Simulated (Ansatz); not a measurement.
Planning a run of Ansatz 0.2.0 on MgH2 (P4_2/mnm). The input:

```yaml
crystal:
  lattice:
    - [4.5168, 0.0, 0.0]
    - [0.0, 4.5168, 0.0]
    - [0.0, 0.0, 3.0205]
  atoms:
    - { symbol: Mg, position: [0.0, 0.0, 0.0] }
    - { symbol: Mg, position: [0.5, 0.5, 0.5] }
    - { symbol: H, position: [0.306, 0.306, 0.0] }
    - { symbol: H, position: [0.194, 0.806, 0.5] }
    - { symbol: H, position: [0.694, 0.694, 0.0] }
    - { symbol: H, position: [0.806, 0.194, 0.5] }
kpoints:
  mp_grid: { grid: [6, 6, 8] }
hamiltonian:
  xc: pbe
scf:
  occupations: { method: fixed }
  n_extra_bands: 42
output:
  optics: { e_range: [0, 25], de: 0.1, sigma: 0.2 }
```

```sh
ansatz run input.yaml --threads 3 --pin off --max-ram 92160MiB --backend cuda --events-out ev --progress --plain --runs-dir out --devices 1 --max-vram 13GiB  # rebuilt from the run's record
```

Estimate wall time and host memory on 1 × NVIDIA H100 80GB HBM3 (shared by 6 runs) with 3 threads of AMD EPYC 7R13 (Zen 3), shared host.

It took 18 s; on shared hardware allow 9 s to 36 s. Peak host memory was 1.3 GiB.

[Paths, hosts, dates, memory and timing lines, banners, echoed tables and standing remarks are left out of the program output.]

[Logs are printed without paths, hosts, clocks, repeated set-up lines and the standing remarks that a program may print on its own settings, such as how far it seeks lower states.]

[Runs of the session that timed out or met a known fault of the program may be left out.]

[Cells called generated may have been cut or substituted from an entry of the Crystallography Open Database or the Materials Project.]

[Hosts, paths, dates, database ids (printed as entryN), source tags and the programs' standing remarks are cut or masked in the printed files.]
